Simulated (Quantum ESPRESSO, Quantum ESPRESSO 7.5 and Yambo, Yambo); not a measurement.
# OsBrCl (1T monolayer (Janus)): G0W0 with Yambo, start to end

Wanted: ground state, empty states, screening and self-energy for OsBrCl (1T monolayer (Janus)).

Method: PBE and many-body steps on it, plane waves, in Quantum ESPRESSO 7.5 and Yambo 5.3.0.

### 1. The structure

The cell holds 3 atoms: 1 Os, 1 Cl and 1 Br. Its edges and angles: a = 3.748 Å, b = 3.748 Å, c = 15.000 Å, α = 90.0°, β = 90.0°, γ = 120.0°. Vacuum lies along c.

The structure was relaxed with PBE. The runs that relaxed it are not among those shown. Spin-orbit coupling is left out unless a step names it.

### 2. Ground state

This step: Quantum ESPRESSO 7.5; DFT, PBE, plane waves, norm-conserving pseudopotentials.

The ground-state density comes first.

File pw.in:

```
&control
  calculation = 'scf'
  prefix = 'x'
  outdir = 'o'
  pseudo_dir = 'pseudo'
/
&system
  ibrav = 0
  nat = 3
  ntyp = 3
  ecutwfc = 76.0
  nbnd = 25
  force_symmorphic = .true.
/
&electrons
  conv_thr = 1e-10
  electron_maxstep = 80
  mixing_beta = 0.5
/
ATOMIC_SPECIES
  Os 190.23 Os.upf
  Cl 35.45 Cl.upf
  Br 79.904 Br.upf
CELL_PARAMETERS angstrom
  3.7482844568 -0.0000000002 0.0000000000
  -1.8741422282 3.2461095603 0.0000000000
  0.0000000000 0.0000000000 15.0000000000
ATOMIC_POSITIONS crystal
  Os 0.0000000000 0.0000000000 0.5012446120
  Cl 0.3333333333 0.6666666667 0.5801311810
  Br 0.6666666667 0.3333333333 0.4186242070
K_POINTS automatic
  9 9 1 0 0 0
```

The run is started by

```
OMP_NUM_THREADS=1 mpirun -n 4 pw.x -nk 4 -in pw.in > pw.out
```

Output:

```text
Program PWSCF v.7.5 starts

     This program is part of the open-source Quantum ESPRESSO suite
     for quantum simulation of materials; please cite
         "P. Giannozzi et al., J. Phys.:Condens. Matter 21 395502 (2009);
         "P. Giannozzi et al., J. Phys.:Condens. Matter 29 465901 (2017);
         "P. Giannozzi et al., J. Chem. Phys. 152 154105 (2020);
     in publications or presentations arising from this work. More details at
     Message from routine setup:
     using ibrav=0 with symmetry is DISCOURAGED, use correct ibrav instead

     G-vector sticks info

     bravais-lattice index     =            0
     lattice parameter (alat)  =       7.0832  a.u.
     unit-cell volume          =    1231.6394 (a.u.)^3
     number of atoms/cell      =            3
     number of atomic types    =            3
     number of electrons       =        40.00
     number of Kohn-Sham states=           25
     kinetic-energy cutoff     =      76.0000  Ry
     charge density cutoff     =     304.0000  Ry
     scf convergence threshold =      1.0E-10
     mixing beta               =       0.5000
     number of iterations used =            8  plain     mixing
     Exchange-correlation= PBE
                           (   1   4   3   4   0   0   0)

     celldm(1)=   7.083231  celldm(2)=   0.000000  celldm(3)=   0.000000
     celldm(4)=   0.000000  celldm(5)=   0.000000  celldm(6)=   0.000000

     crystal axes: (cart. coord. in units of alat)
               a(1) = (   1.000000  -0.000000   0.000000 )
               a(2) = (  -0.500000   0.866025   0.000000 )
               a(3) = (   0.000000   0.000000   4.001831 )

     reciprocal axes: (cart. coord. in units 2 pi/alat)
               b(1) = (  1.000000  0.577350 -0.000000 )
               b(2) = (  0.000000  1.154701 -0.000000 )
               b(3) = ( -0.000000 -0.000000  0.249886 )
     Pseudo is Norm-conserving + core correction, Zval = 16.0
     Generated using ONCVPSP code by D. R. Hamann
     Using radial grid of 1344 points,  8 beta functions with:
     Pseudo is Norm-conserving + core correction, Zval =  7.0
     Generated using ONCVPSP code by D. R. Hamann
     Using radial grid of 1028 points,  6 beta functions with:
     Pseudo is Norm-conserving + core correction, Zval = 17.0
     Generated using ONCVPSP code by D. R. Hamann
     Using radial grid of 1098 points,  6 beta functions with:
     Os               16.00   190.23000     Os( 1.00)
     Cl                7.00    35.45000     Cl( 1.00)
     Br               17.00    79.90400     Br( 1.00)

      6 Sym. Ops. (no inversion) found

   Cartesian axes

     site n.     atom                  positions (alat units)
         1        Os     tau(   1) = (   0.0000000   0.0000000   2.0058961  )
         2        Cl     tau(   2) = (  -0.0000000   0.5773503   2.3215868  )
         3        Br     tau(   3) = (   0.5000000   0.2886751   1.6752632  )

     number of k points=    12
                       cart. coord. in units 2pi/alat
        k(    1) = (   0.0000000   0.0000000   0.0000000), wk =   0.0246914
        k(    2) = (   0.0000000   0.1283001   0.0000000), wk =   0.1481481
        k(    3) = (   0.0000000   0.2566001   0.0000000), wk =   0.1481481
        k(    4) = (   0.0000000   0.3849002   0.0000000), wk =   0.1481481
        k(    5) = (   0.0000000   0.5132002   0.0000000), wk =   0.1481481
        k(    6) = (   0.1111111   0.1924501   0.0000000), wk =   0.1481481
        k(    7) = (   0.1111111   0.3207501   0.0000000), wk =   0.2962963
        k(    8) = (   0.1111111   0.4490502   0.0000000), wk =   0.2962963
        k(    9) = (   0.1111111   0.5773503   0.0000000), wk =   0.1481481
        k(   10) = (   0.2222222   0.3849002   0.0000000), wk =   0.1481481
        k(   11) = (   0.2222222   0.5132002   0.0000000), wk =   0.2962963
        k(   12) = (   0.3333333   0.5773503   0.0000000), wk =   0.0493827

     Dense  grid:   110305 G-vectors     FFT dimensions: (  40,  40, 160)

     Initial potential from superposition of free atoms

     starting charge      39.9998, renormalised to      40.0000
     Starting wfcs are   23 randomized atomic wfcs +    2 random wfcs

     per-process dynamical memory:    85.0 Mb

     Self-consistent Calculation

     iteration #  1     ecut=    76.00 Ry     beta= 0.50

     Threshold (ethr) on eigenvalues was too large:
     Diagonalizing with lowered threshold

     total energy              =    -505.77923026 Ry
     estimated scf accuracy    <       0.21436312 Ry

     iteration #  2     ecut=    76.00 Ry     beta= 0.50

     total energy              =    -505.82234071 Ry
     estimated scf accuracy    <       0.26099050 Ry

     iteration #  3     ecut=    76.00 Ry     beta= 0.50

     total energy              =    -505.86124640 Ry
     estimated scf accuracy    <       0.01159952 Ry

     iteration #  4     ecut=    76.00 Ry     beta= 0.50

     total energy              =    -505.86297969 Ry
     estimated scf accuracy    <       0.00921032 Ry

     iteration #  5     ecut=    76.00 Ry     beta= 0.50

     total energy              =    -505.86414341 Ry
     estimated scf accuracy    <       0.00057343 Ry

     iteration #  6     ecut=    76.00 Ry     beta= 0.50

     total energy              =    -505.86422144 Ry
     estimated scf accuracy    <       0.00002314 Ry

     iteration #  7     ecut=    76.00 Ry     beta= 0.50

     total energy              =    -505.86422848 Ry
     estimated scf accuracy    <       0.00001133 Ry

     iteration #  8     ecut=    76.00 Ry     beta= 0.50

     total energy              =    -505.86423101 Ry
     estimated scf accuracy    <       0.00000040 Ry

     iteration #  9     ecut=    76.00 Ry     beta= 0.50

     total energy              =    -505.86423102 Ry
     estimated scf accuracy    <       0.00000014 Ry

     iteration # 10     ecut=    76.00 Ry     beta= 0.50

     total energy              =    -505.86423105 Ry
     estimated scf accuracy    <          3.1E-09 Ry

     iteration # 11     ecut=    76.00 Ry     beta= 0.50

     total energy              =    -505.86423105 Ry
     estimated scf accuracy    <          4.0E-10 Ry

     iteration # 12     ecut=    76.00 Ry     beta= 0.50

     End of self-consistent calculation

          k = 0.0000 0.0000 0.0000 ( 13699 PWs)   bands (ev):

   -84.4231 -61.8688 -61.8688 -61.7909 -61.7909 -61.7611 -43.9036 -43.9036
   -43.7413 -16.7767 -15.4987  -5.7353  -5.4338  -5.4338  -2.7646  -2.6915
    -2.6915  -0.4148  -0.4148   0.6502   3.2167   3.2167   3.8758   5.0597
     5.3278

          k = 0.0000 0.1283 0.0000 ( 13761 PWs)   bands (ev):

   -84.4231 -61.8688 -61.8688 -61.7909 -61.7909 -61.7611 -43.9072 -43.9044
   -43.7407 -16.6860 -15.5200  -5.6686  -5.4906  -5.3620  -3.2848  -2.9301
    -2.6170  -0.2938  -0.1504   0.8160   2.7072   3.0796   4.2190   5.3735
     5.7209

          k = 0.0000 0.2566 0.0000 ( 13765 PWs)   bands (ev):

   -84.4229 -61.8687 -61.8687 -61.7909 -61.7909 -61.7611 -43.9162 -43.9065
   -43.7392 -16.4433 -15.5761  -5.6947  -5.4794  -5.1744  -4.1503  -3.3727
    -2.5028  -0.2492   0.2832   0.9792   2.2387   2.8909   5.0671   5.6262
     6.1572

          k = 0.0000 0.3849 0.0000 ( 13795 PWs)   bands (ev):

     [... further k-points ...]

     highest occupied, lowest unoccupied level (ev):     0.9792    2.2387

!    total energy              =    -505.86423105 Ry
     estimated scf accuracy    <          1.4E-11 Ry

     The total energy is the sum of the following terms:
     one-electron contribution =   -1498.36301431 Ry
     hartree contribution      =     742.32815322 Ry
     xc contribution           =     -94.81682771 Ry
     ewald contribution        =     344.98745776 Ry

     convergence has been achieved in  12 iterations

     XML data file, charge density, pseudopotentials, collected wavefunctions

=------------------------------------------------------------------------------=
   JOB DONE.
=------------------------------------------------------------------------------=
```

It took 23 s on 4 MPI ranks of Arm Neoverse V1, shared host; peak memory 0.6 GiB; 92 s of CPU time.

This step gave:

| Item | Value |
| --- | --- |
| total energy | -6882.6335 eV |
| gap | 1.260 eV |
| k of the valence top | 0, 0.2222, 0 |
| k of the conduction bottom | 0, 0.2222, 0 |
| least direct gap | 1.260 eV |

The gap is direct, at (0.000, 0.222, 0.000).

### 3. Bands along the symmetry lines

The cheap functional maps the bands first; the places of the edges decide which points the dearer methods must see.

File pw.in:

```
&control
  calculation = 'bands'
  prefix = 'x'
  outdir = 'o'
  pseudo_dir = 'pseudo'
/
&system
  ibrav = 0
  nat = 3
  ntyp = 3
  ecutwfc = 76.0
  nbnd = 26
  force_symmorphic = .true.
/
&electrons
  conv_thr = 1e-9
  electron_maxstep = 80
  diago_full_acc = .true.
  diago_thr_init = 5e-6
/
ATOMIC_SPECIES
  Os 190.23 Os.upf
  Cl 35.45 Cl.upf
  Br 79.904 Br.upf
CELL_PARAMETERS angstrom
  3.7482844568 -0.0000000002 0.0000000000
  -1.8741422282 3.2461095603 0.0000000000
  0.0000000000 0.0000000000 15.0000000000
ATOMIC_POSITIONS crystal
  Os 0.0000000000 0.0000000000 0.5012446120
  Cl 0.3333333333 0.6666666667 0.5801311810
  Br 0.6666666667 0.3333333333 0.4186242070
K_POINTS crystal
  25
  0.00000000 0.00000000 0.00000000 1
  0.06250000 0.00000000 0.00000000 1
  0.12500000 0.00000000 0.00000000 1
  0.18750000 0.00000000 0.00000000 1
  0.25000000 0.00000000 0.00000000 1
  0.31250000 0.00000000 0.00000000 1
  0.37500000 0.00000000 0.00000000 1
  0.43750000 0.00000000 0.00000000 1
  0.50000000 0.00000000 0.00000000 1
  0.47916667 0.04166667 0.00000000 1
  0.45833333 0.08333333 0.00000000 1
  0.43750000 0.12500000 0.00000000 1
  0.41666666 0.16666666 0.00000000 1
  0.39583333 0.20833333 0.00000000 1
  0.37500000 0.25000000 0.00000000 1
  0.35416666 0.29166666 0.00000000 1
  0.33333333 0.33333333 0.00000000 1
  0.29166666 0.29166666 0.00000000 1
  0.25000000 0.25000000 0.00000000 1
  0.20833333 0.20833333 0.00000000 1
  0.16666666 0.16666666 0.00000000 1
  0.12500000 0.12500000 0.00000000 1
  0.08333333 0.08333333 0.00000000 1
  0.04166667 0.04166667 0.00000000 1
  0.00000000 0.00000000 0.00000000 1
```

Output:

```text
[banner, memory and clock lines left out]
Program PWSCF v.7.5 starts

     Atomic positions and unit cell read from directory:
     o/x.save/

     Message from routine setup:
     using ibrav=0 with symmetry is DISCOURAGED, use correct ibrav instead

     G-vector sticks info

     bravais-lattice index     =            0
     lattice parameter (alat)  =       7.0832  a.u.
     unit-cell volume          =    1231.6394 (a.u.)^3
     number of atoms/cell      =            3
     number of atomic types    =            3
     number of electrons       =        40.00
     number of Kohn-Sham states=           26
     kinetic-energy cutoff     =      76.0000  Ry
     charge density cutoff     =     304.0000  Ry
     Exchange-correlation= PBE
                           (   1   4   3   4   0   0   0)

     celldm(1)=   7.083231  celldm(2)=   0.000000  celldm(3)=   0.000000
     celldm(4)=   0.000000  celldm(5)=   0.000000  celldm(6)=   0.000000

     crystal axes: (cart. coord. in units of alat)
               a(1) = (   1.000000  -0.000000   0.000000 )
               a(2) = (  -0.500000   0.866025   0.000000 )
               a(3) = (   0.000000   0.000000   4.001831 )

     reciprocal axes: (cart. coord. in units 2 pi/alat)
               b(1) = (  1.000000  0.577350 -0.000000 )
               b(2) = (  0.000000  1.154701 -0.000000 )
               b(3) = ( -0.000000 -0.000000  0.249886 )
     Pseudo is Norm-conserving + core correction, Zval = 16.0
     Generated using ONCVPSP code by D. R. Hamann
     Using radial grid of 1344 points,  8 beta functions with:
     Pseudo is Norm-conserving + core correction, Zval =  7.0
     Generated using ONCVPSP code by D. R. Hamann
     Using radial grid of 1028 points,  6 beta functions with:
     Pseudo is Norm-conserving + core correction, Zval = 17.0
     Generated using ONCVPSP code by D. R. Hamann
     Using radial grid of 1098 points,  6 beta functions with:
     Os               16.00   190.23000     Os( 1.00)
     Cl                7.00    35.45000     Cl( 1.00)
     Br               17.00    79.90400     Br( 1.00)

      6 Sym. Ops. (no inversion) found

   Cartesian axes

     site n.     atom                  positions (alat units)
         1        Os     tau(   1) = (   0.0000000   0.0000000   2.0058961  )
         2        Cl     tau(   2) = (  -0.0000000   0.5773503   2.3215868  )
         3        Br     tau(   3) = (   0.5000000   0.2886751   1.6752632  )

     number of k points=    25
                       cart. coord. in units 2pi/alat
        k(    1) = (   0.0000000   0.0000000   0.0000000), wk =   0.0800000
        k(    2) = (   0.0625000   0.0360844   0.0000000), wk =   0.0800000
        k(    3) = (   0.1250000   0.0721688   0.0000000), wk =   0.0800000
[...]
[... 13 further rows ...]
        k(   24) = (   0.0416667   0.0721688   0.0000000), wk =   0.0800000
        k(   25) = (   0.0000000   0.0000000   0.0000000), wk =   0.0800000

     Dense  grid:   110305 G-vectors     FFT dimensions: (  40,  40, 160)

     The potential is recalculated from file :
     o/x.save/charge-density

     Starting wfcs are   23 randomized atomic wfcs +    3 random wfcs

     Band Structure Calculation

     End of band structure calculation

          k = 0.0000 0.0000 0.0000 ( 13699 PWs)   bands (ev):

   -84.4232 -61.8688 -61.8688 -61.7909 -61.7909 -61.7611 -43.9036 -43.9036
   -43.7413 -16.7767 -15.4987  -5.7353  -5.4338  -5.4338  -2.7646  -2.6915
    -2.6915  -0.4148  -0.4148   0.6502   3.2166   3.2167   3.8758   5.0597
     5.3278   5.5400

          k = 0.0625 0.0361 0.0000 ( 13725 PWs)   bands (ev):

[...]
5.4932   5.5991

          k = 0.1250 0.0722 0.0000 ( 13769 PWs)   bands (ev):

[...]
5.7678   5.9839

[...]
k = 0.0417 0.0722 0.0000 ( 13733 PWs)   bands (ev):

[...]
5.5549   5.6193

          k = 0.0000 0.0000 0.0000 ( 13699 PWs)   bands (ev):

[...]
-43.7413 -16.7767 -15.4987  -5.7353  -5.4338  -5.4338  -2.7646  -2.6915
    -2.6915  -0.4148  -0.4148   0.6502   3.2166   3.2167   3.8758   5.0597
     5.3278   5.5400

     XML data file, pseudopotentials, collected wavefunctions
```

Elapsed: 15 s, on 4 MPI ranks; peak memory 0.48 GiB; 59 s of CPU time.

This step gave:

```yaml
gap: 1.263 eV
k_of_the_valence_top: 0.125, 0.125, 0
k_of_the_conduction_bottom: 0.25, 0, 0
least_direct_gap: 1.265 eV
```

The gap is 1.263 eV, +0.004 eV from the run before at this level.

The electronic bands at the labelled points (eV, zero at the top of the highest filled band):

```tsv
point	band 17	band 18	band 19	band 20	band 21	band 22	band 23	band 24
Γ	-3.66	-1.38	-1.38	-0.32	2.25	2.25	2.91	4.09
halfway	-3.50	-1.22	-0.61	0.00	1.26	1.91	4.32	4.62
M	-4.22	-1.27	-0.57	-0.54	2.07	2.18	4.33	4.97
halfway	-4.34	-0.95	-0.51	-0.44	1.76	1.98	4.74	5.89
K	-4.77	-0.98	-0.31	-0.24	1.58	1.81	5.23	6.96
halfway	-3.54	-0.94	-0.60	-0.12	1.45	1.53	4.75	5.07
Γ	-3.66	-1.38	-1.38	-0.32	2.25	2.25	2.91	4.09
```

(Continued in part 2 of 3.)

[Paths, hosts, dates, memory and timing lines, banners, echoed tables and standing remarks are left out of the program output.]

[Logs are printed without paths, hosts, clocks, repeated set-up lines and the standing remarks that a program may print on its own settings, such as how far it seeks lower states.]

[Runs of the session that timed out or met a known fault of the program may be left out.]

[Hosts, paths, dates, database ids (printed as entryN), source tags and the programs' standing remarks are cut or masked in the printed files.]
